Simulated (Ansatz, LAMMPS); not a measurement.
# Structural relaxation of amorphous 93SiO2-7B2O3 (mol %) (88 atoms), part 2 of 4

How does amorphous 93SiO2-7B2O3 (mol %) (88 atoms) relax, and what do bonds, charges and levels look like afterwards?

Ansatz 0.2.0; Kohn-Sham DFT, PBE, PAW (set soft_2), plane waves.

The cell: 26 Si, 4 B and 58 O. The quench rate of 100 K/ps is many orders above laboratory rates. The starting topology of bonds comes from the classical model. Only the Γ point is sampled in the main run, in a cell whose shortest periodic width is 11 Å.

So far. Step 3 (Single point at the start): Neighbours are counted within 2.08 Å (O-Si), 1.77 Å (O-B).

## 4. Cell and atoms relaxed

The cell is relaxed with the atoms, since the starting lattice needn't suit this functional.

input.yaml

```yaml
crystal:
  lattice:
    - [10.9291, 0.0, 0.0]
    - [0.0, 10.9291, 0.0]
    - [0.0, 0.0, 10.9291]
  atoms:
    [... the 88 atom lines of step 3 ...]
kpoints:
  mp_grid: { grid: [1, 1, 1] }
hamiltonian:
  xc: pbe
scf:
  occupations: { method: fermi_dirac, width: 0.025 }
output:
  forces: true
relax:
  f_tol: 0.04
  max_steps: 250
  cell: {}
```

On the command line:

```bash
$ ansatz run input.yaml --threads 4 --pin off --max-ram 8192MiB --backend cpu --events-out ev --progress --plain --runs-dir out
```

Numbers of over 12 decimals in the logs are rounded to 6 here.

Log:

```text
[...]
Crystal: 88 atoms, lattice volume = 1305.429 Å³
Basis set: ecut = 420 eV, 25533 PW (Γ), exchange–correlation on 150×150×150 points (8 copies of the dense FFT grid, shifted against one another)
Bands: 320, of which v1, the nominal top of the filled ones, is band 232 counted from 1 (231 counted from 0)
Symmetry: 1 space group operations
[...]
k-points: 1
[...]
SCF iter   1: F=—  HF=-50152.303525 eV  |F-HF|=—  |Δ(HF+E_count)|=         —  Δρ=2.69e-3  dr2=1.34e-1  ethr=1.77e-3  ⟨swp⟩=6.0  Hψ=1545  notcnv=0  defer=56
[...]
SCF iter   8: F=-50152.292871 eV  HF=-50152.292871 eV  |F-HF|=2.02e-8  |Δ(HF+E_count)|=   1.49e-7  Δρ=2.06e-6  dr2=4.29e-8  ethr=2.16e-11  ⟨swp⟩=3.0  Hψ=1189  notcnv=0
SCF 1 converged in 8 iterations: F = -50152.292871 eV  dr2 = 4.29e-8
[...]
relax step   1: F+E_penalty+E_count = -50152.29287098 eV  Δ(F+E_penalty+E_count) = +0.000e0 eV  max|allowed force component| = 4.358e0 eV/Å  Δτ_max = 0.0000 Å  P = -1.513 GPa  Ω = 1305.429 Å³  (8 SCF iters, dr2 threshold 1.00e-7 eV, accepted)
[... from here on, the SCF cycles and remarks between the steps are left out ...]
relax step   2: F+E_penalty+E_count = -50153.85825958 eV  Δ(F+E_penalty+E_count) = -1.565e0 eV  max|allowed force component| = 2.771e0 eV/Å  Δτ_max = 0.1341 Å  P = -0.742 GPa  Ω = 1304.386 Å³  energy of the carried Pulay correction = +3.375e-3 eV  (7 SCF iters, dr2 threshold 8.80e-6 eV, accepted)
relax step   3: F+E_penalty+E_count = -50154.98559068 eV  Δ(F+E_penalty+E_count) = -1.127e0 eV  max|allowed force component| = 5.092e-1 eV/Å  Δτ_max = 0.1314 Å  P = +0.279 GPa  Ω = 1296.173 Å³  energy of the carried Pulay correction = +3.005e-2 eV  (8 SCF iters, dr2 threshold 8.80e-6 eV, accepted)
relax step   4: F+E_penalty+E_count = -50155.26265841 eV  Δ(F+E_penalty+E_count) = -2.771e-1 eV  max|allowed force component| = 7.429e-1 eV/Å  Δτ_max = 0.2000 Å  P = +0.329 GPa  Ω = 1285.065 Å³  energy of the carried Pulay correction = +6.639e-2 eV  (8 SCF iters, dr2 threshold 8.80e-6 eV, accepted)
relax step   5: F+E_penalty+E_count = -50155.37868591 eV  Δ(F+E_penalty+E_count) = -1.160e-1 eV  max|allowed force component| = 3.006e-1 eV/Å  Δτ_max = 0.2000 Å  P = -0.340 GPa  Ω = 1301.695 Å³  energy of the carried Pulay correction = +1.209e-2 eV  (7 SCF iters, dr2 threshold 8.80e-6 eV, accepted)
relax step   6: F+E_penalty+E_count = -50155.45277572 eV  Δ(F+E_penalty+E_count) = -7.409e-2 eV  max|allowed force component| = 2.211e-1 eV/Å  Δτ_max = 0.2000 Å  P = -0.085 GPa  Ω = 1300.995 Å³  energy of the carried Pulay correction = +1.437e-2 eV  (8 SCF iters, dr2 threshold 5.65e-6 eV, accepted)
relax step   7: F+E_penalty+E_count = -50155.53087316 eV  Δ(F+E_penalty+E_count) = -7.810e-2 eV  max|allowed force component| = 1.456e-1 eV/Å  Δτ_max = 0.2000 Å  P = -0.011 GPa  Ω = 1301.442 Å³  energy of the carried Pulay correction = +1.292e-2 eV  (8 SCF iters, dr2 threshold 3.06e-6 eV, accepted)
relax step   8: F+E_penalty+E_count = -50155.57615319 eV  Δ(F+E_penalty+E_count) = -4.528e-2 eV  max|allowed force component| = 1.150e-1 eV/Å  Δτ_max = 0.1950 Å  P = -0.078 GPa  Ω = 1300.975 Å³  energy of the carried Pulay correction = +1.443e-2 eV  (8 SCF iters, dr2 threshold 1.32e-6 eV, accepted)
relax step   9: F+E_penalty+E_count = -50155.54313600 eV  Δ(F+E_penalty+E_count) = +3.302e-2 eV  max|allowed force component| = 3.742e-1 eV/Å  Δτ_max = 0.2000 Å  P = -0.107 GPa  Ω = 1296.444 Å³  energy of the carried Pulay correction = +2.916e-2 eV  (8 SCF iters, dr2 threshold 8.27e-7 eV, rejected (line search))
relax step  10: F+E_penalty+E_count = -50155.60545214 eV  Δ(F+E_penalty+E_count) = -2.930e-2 eV  max|allowed force component| = 2.464e-1 eV/Å  Δτ_max = 0.1000 Å  P = +0.073 GPa  Ω = 1298.642 Å³  energy of the carried Pulay correction = +2.201e-2 eV  (12 SCF iters, accepted)
relax step  11: F+E_penalty+E_count = -50155.59949243 eV  Δ(F+E_penalty+E_count) = +5.960e-3 eV  max|allowed force component| = 3.222e-1 eV/Å  Δτ_max = 0.0799 Å  P = -0.125 GPa  Ω = 1299.997 Å³  energy of the carried Pulay correction = +1.761e-2 eV  (7 SCF iters, dr2 threshold 3.79e-6 eV, rejected (line search))
relax step  12: F+E_penalty+E_count = -50155.61626913 eV  Δ(F+E_penalty+E_count) = -1.082e-2 eV  max|allowed force component| = 1.932e-1 eV/Å  Δτ_max = 0.0399 Å  P = -0.005 GPa  Ω = 1298.581 Å³  energy of the carried Pulay correction = +2.221e-2 eV  (11 SCF iters, accepted)
relax step  13: F+E_penalty+E_count = -50155.62261689 eV  Δ(F+E_penalty+E_count) = -6.348e-3 eV  max|allowed force component| = 7.879e-2 eV/Å  Δτ_max = 0.0245 Å  P = +0.005 GPa  Ω = 1298.444 Å³  energy of the carried Pulay correction = +2.265e-2 eV  (6 SCF iters, dr2 threshold 2.33e-6 eV, accepted)
relax step  14: F+E_penalty+E_count = -50155.62178153 eV  Δ(F+E_penalty+E_count) = +8.354e-4 eV  max|allowed force component| = 2.034e-2 eV/Å  Δτ_max = 0.0123 Å  P = -0.014 GPa  Ω = 1298.908 Å³  energy of the carried Pulay correction = +2.115e-2 eV  (6 SCF iters, dr2 threshold 3.88e-7 eV, accepted)
relax step  15: F+E_penalty+E_count = -50155.66141304 eV  Δ(F+E_penalty+E_count) = -3.963e-2 eV  max|allowed force component| = 1.944e-2 eV/Å  Δτ_max = 0.0000 Å  P = +0.020 GPa  Ω = 1298.908 Å³  stress off target by 2.73e-1 GPa  SCF on the basis re-selected at this cell (its energy is not comparable with the rows above)  (8 SCF iters)
relax step  16: F+E_penalty+E_count = -50155.67094382 eV  Δ(F+E_penalty+E_count) = -9.531e-3 eV  max|allowed force component| = 4.409e-2 eV/Å  Δτ_max = 0.0417 Å  P = +0.021 GPa  Ω = 1298.155 Å³  energy of the carried Pulay correction = +2.697e-3 eV  (8 SCF iters, dr2 threshold 1.87e-7 eV, accepted)
relax step  17: F+E_penalty+E_count = -50155.67116526 eV  Δ(F+E_penalty+E_count) = -2.214e-4 eV  max|allowed force component| = 1.536e-2 eV/Å  Δτ_max = 0.0190 Å  P = +0.001 GPa  Ω = 1298.764 Å³  energy of the carried Pulay correction = +6.064e-4 eV  (7 SCF iters, dr2 threshold 1.21e-7 eV, accepted)
relax step  18: F+E_penalty+E_count = -50155.67342366 eV  Δ(F+E_penalty+E_count) = -2.258e-3 eV  max|allowed force component| = 1.520e-2 eV/Å  Δτ_max = 0.0000 Å  P = +0.003 GPa  Ω = 1298.764 Å³  stress off target by 4.73e-2 GPa  SCF on the basis re-selected at this cell (its energy is not comparable with the rows above)  (6 SCF iters)
[...]
SCF converged after 6 iterations
Free energy (F): -50155.673424 eV
[...]
Internal energy: -50155.673424 eV  (E = F + TS)
E sigma→0 (E₀):  -50155.673424 eV
Fermi energy:    3.843504 eV
[...]
--- Forces (eV/Å), atoms counted from 1 ---
  atom   1  Si    -0.00026709     0.00280862     0.00385429
  atom   2  Si    -0.00163072    -0.00301491     0.00126226
  atom   3  Si    -0.00320570     0.00193911     0.00539713
  atom   4  Si    -0.01210461    -0.00420170     0.00001608
  atom   5  Si     0.00678210    -0.00696839     0.00478487
  atom   6  Si     0.00014661    -0.00014122    -0.00014730
  atom   7  Si    -0.00544751    -0.00158419    -0.00436850
  atom   8  Si    -0.00007071     0.00216558     0.00179893
  atom   9  Si     0.00402761     0.00351130     0.00627290
  atom  10  Si    -0.00207729    -0.00154292    -0.00071910
  atom  11  Si     0.00231660    -0.00450462    -0.00501472
  atom  12  Si     0.00087707     0.00305769    -0.00093498
  atom  13  Si     0.00921876     0.00031027    -0.00072236
  atom  14  Si    -0.00918185    -0.00249957    -0.00333144
[...]
atom  87  O     -0.00041099     0.00307353     0.00429472
  atom  88  O      0.00373673     0.00083417    -0.00795736
  max |Σ_I F_I| component: 3.28e-5 eV/Å
--- Stress (GPa, compression-positive) ---
        0.028880      -0.017532      -0.026288
       -0.017529       0.001359       0.005919
       -0.026287       0.005918      -0.022579
  P = ⅓ Tr σ = 0.0026 GPa (0.026 kbar)
--- Relaxed structure (16 steps of the walk, 14 accepted, 2 SCFs on fresh bases) ---
  F+E_penalty+E_count = -50155.67342366 eV   max|allowed force component| = 1.520e-2 eV/Å   (the final SCF, on the basis selected at the relaxed cell)
  cell:  # Å, volume = 1298.7636 Å³
    - [11.117885, -0.151224, -0.295769]
    - [-0.151224, 10.945029, 0.010887]
    - [-0.295769, 0.010887, 10.682989]
  atoms:
    - { symbol: Si, position: [0.195302, 0.668467, 0.659529] }
    - { symbol: Si, position: [0.557422, 0.337934, 0.083294] }
    - { symbol: Si, position: [0.414658, 0.462924, 0.278372] }
    - { symbol: Si, position: [0.158136, 0.411857, 0.150381] }
[...]
- { symbol: O, position: [0.452908, 0.350951, 0.370637] }
```

Run time: 2 min. Hardware: 4 threads of Intel Xeon Platinum 8375C at 2.90GHz (Ice Lake), shared host; peak memory 1.5 GiB; 7.5 min of CPU time.

Step by step:

```tsv
step	energy less that of the first step (eV)	largest force component (eV/Å)	pressure (GPa)	volume (Å³)
1	0.0000	4.3582	-1.51	1305.43
2	-1.5654	2.7711	-0.74	1304.39
3	-2.6927	0.5092	0.28	1296.17
4	-2.9698	0.7429	0.33	1285.07
5	-3.0858	0.3006	-0.34	1301.70
6	-3.1599	0.2211	-0.09	1301.00
7	-3.2380	0.1456	-0.01	1301.44
8	-3.2833	0.1150	-0.08	1300.98
9	-3.2503	0.3742	-0.11	1296.44
10	-3.3126	0.2464	0.07	1298.64
11	-3.3066	0.3222	-0.13	1300.00
12	-3.3234	0.1932	0.00	1298.58
13	-3.3297	0.0788	0.01	1298.44
14	-3.3289	0.0203	-0.01	1298.91
15*	-3.3685	0.0194	0.02	1298.91
16	-3.3781	0.0441	0.02	1298.16
17	-3.3783	0.0154	0.00	1298.76
18*	-3.3806	0.0152	0.00	1298.76
```

Relaxation steps marked * repeat the geometry before them on a plane-wave basis chosen anew for their cell, so energy and pressure can jump there. Relaxation steps 9, 11 were tried and not accepted.

```tsv
cell as run	before	after	change
a (Å)	10.929	11.123	+1.8 %
b (Å)	10.929	10.946	+0.2 %
c (Å)	10.929	10.687	-2.2 %
α (°)	90.00	89.86	-0.2 %
β (°)	90.00	93.11	+3.5 %
γ (°)	90.00	91.57	+1.7 %
volume (Å³/atom)	14.83	14.76	-0.5 %
```

The atoms that moved most (Å, as changes of fractional coordinates times the final cell):

```tsv
atom	dx	dy	dz	length
Si14	-0.194	-1.019	-0.134	1.046
O59	-0.269	-0.742	-0.349	0.863
O78	-0.114	0.634	-0.073	0.648
O84	0.328	-0.364	-0.409	0.638
O38	-0.163	-0.519	-0.119	0.557
O33	0.236	0.339	0.313	0.518
O71	-0.404	-0.028	0.266	0.485
O81	0.436	0.197	0.064	0.483
```

The relaxation changed the energy by -38.4 meV/atom, and atoms moved by 0.31 Å r.m.s., 1.0 Å at most.

## 5. Local order after relaxation

Bonds before and after, by the cutoffs listed below:

```tsv
pair	bonds before	bonds after	mean before (Å)	mean after (Å)	spread before (Å)	spread after (Å)
O-Si	104	103	1.637	1.631	0.020	0.016
O-B	12	12	1.392	1.375	0.004	0.006
```

Density 2.18 g/cm³, 14.76 Å³ an atom.

Pair distribution functions g(r), in bins of 0.2 Å:

```tsv
r (Å)	total	O-O	O-Si	O-B	Si-Si	Si-B	B-B
1.30	0.84	0.00	0.00	14.15	0.00	0.00	0.00
1.50	0.06	0.00	0.15	0.00	0.00	0.00	0.00
1.70	5.15	0.00	13.20	0.00	0.00	0.00	0.00
1.90	0.00	0.00	0.00	0.00	0.00	0.00	0.00
2.10	0.00	0.00	0.00	0.00	0.00	0.00	0.00
2.30	0.21	0.49	0.00	0.00	0.00	0.00	0.00
2.50	0.61	1.37	0.00	0.00	0.00	0.81	0.00
2.70	2.46	5.42	0.04	0.30	0.00	2.70	0.00
2.90	0.60	0.55	0.17	0.78	1.60	4.23	0.00
3.10	0.69	0.34	0.17	0.90	4.78	0.00	0.00
3.30	0.69	0.50	0.68	1.61	1.02	0.48	5.65
3.50	0.89	0.70	1.20	1.83	0.00	0.41	0.00
3.70	0.85	0.62	1.30	1.15	0.00	0.36	0.00
3.90	1.26	0.71	1.87	2.19	0.49	1.64	4.20
4.10	1.15	0.63	1.90	0.81	0.63	1.19	0.00
4.30	1.16	0.91	1.55	0.58	1.14	1.08	0.00
4.50	0.81	1.02	0.65	0.66	0.60	0.73	3.23
4.70	1.03	1.33	0.59	0.92	1.40	1.58	0.00
4.90	1.14	1.46	0.79	1.02	1.21	0.82	2.72
5.10	1.12	1.48	0.69	0.78	1.71	0.57	0.00
```

Bonds by pair of elements; cutoffs follow the first minimum of g(r), held within bounds set by covalent radii, and pairs that aren't listed don't count as bonded:

```tsv
pair A-B	cutoff (Å)	bonds	mean length (Å)	spread (Å)	shortest (Å)	B about A	A about B
O-Si	2.08	103	1.63	0.016	1.53	1.78	3.96
O-B	1.77	12	1.38	0.006	1.36	0.207	3
```

How many atoms have how many bonded neighbours:

```tsv
element	mean	1	2	3	4
B	3	0	0	4	0
O	1.98	1	57	0	0
Si	3.96	0	0	1	25
```

Bond angles, per cent of each kind in bins of 5°:

```tsv
angle (°)	O-Si-O	Si-O-Si	B-O-Si	O-B-O
100–105	11.8	0.0	0.0	0.0
105–110	47.7	0.0	0.0	0.0
110–115	31.4	0.0	8.3	0.0
115–120	5.9	2.2	0.0	50.0
120–125	3.3	4.4	8.3	50.0
125–130	0.0	4.4	16.7	0.0
130–135	0.0	11.1	8.3	0.0
135–140	0.0	11.1	16.7	0.0
140–145	0.0	26.7	0.0	0.0
145–150	0.0	11.1	33.3	0.0
150–155	0.0	11.1	8.3	0.0
155–160	0.0	8.9	0.0	0.0
160–165	0.0	2.2	0.0	0.0
165–170	0.0	4.4	0.0	0.0
170–175	0.0	0.0	0.0	0.0
175–180	0.0	2.2	0.0	0.0
```

Bond angles (no mean is given where the spread exceeds 20°):

```tsv
angle	count	mean (°)	spread (°)
O-Si-O	153	110	4.2
Si-O-Si	45	144	11.9
B-O-Si	12	137	12.3
O-B-O	12	120	1.8
```

Oxygen atoms by the number of network formers (Si, P, Ge, B, Al, As, Ga) bound to them:

```tsv
network formers bound to O	O atoms	per cent
0	0	0
1	1	1.7
2	57	98.3
```

Network units: each former by its oxygen neighbours and how many of them bridge to another former:

```tsv
former	O neighbours	bridging O	atoms
Si	3	2	1
Si	4	4	25
B	3	3	4
```

Bond length by coordination (bonds to H left out):

```tsv
element	coordination	atoms	mean bond length (Å)
O	1	1	1.53
O	2	57	1.60
Si	3	1	1.59
Si	4	25	1.63
```

Rings of the network by King's shortest-path rule, up to 12 atoms, one path for each pair of neighbours; H, halogens, alkali and alkaline-earth atoms are left out, and the last column divides by all other atoms, bonded or not:

```tsv
ring size (atoms)	rings	per network atom
8	5	0.057
10	11	0.125
12	7	0.08
```

By these cutoffs all B atoms have 3, 98 % of O atoms have 2 and 96 % of Si atoms have 4 bonded neighbours. The O-Si-O angle averages 110° with a spread of 4°. 98 % of the oxygens bridge two formers (Si and B) and 2 % are non-bridging. The commonest Si unit has 4 oxygens, 4 of them shared with other formers (25 of 26 atoms). Rings of 10 atoms are the most common (48 % of those counted); sizes run from 8 to 12, where the search stops.

(Continued in part 3 of 4.)

[Logs are printed without paths, hosts, clocks, repeated set-up lines and the standing remarks that a program may print on its own settings, such as how far it seeks lower states.]

[Hosts, paths, dates, database ids (printed as entryN), source tags and the programs' standing remarks are cut or masked in the printed files.]
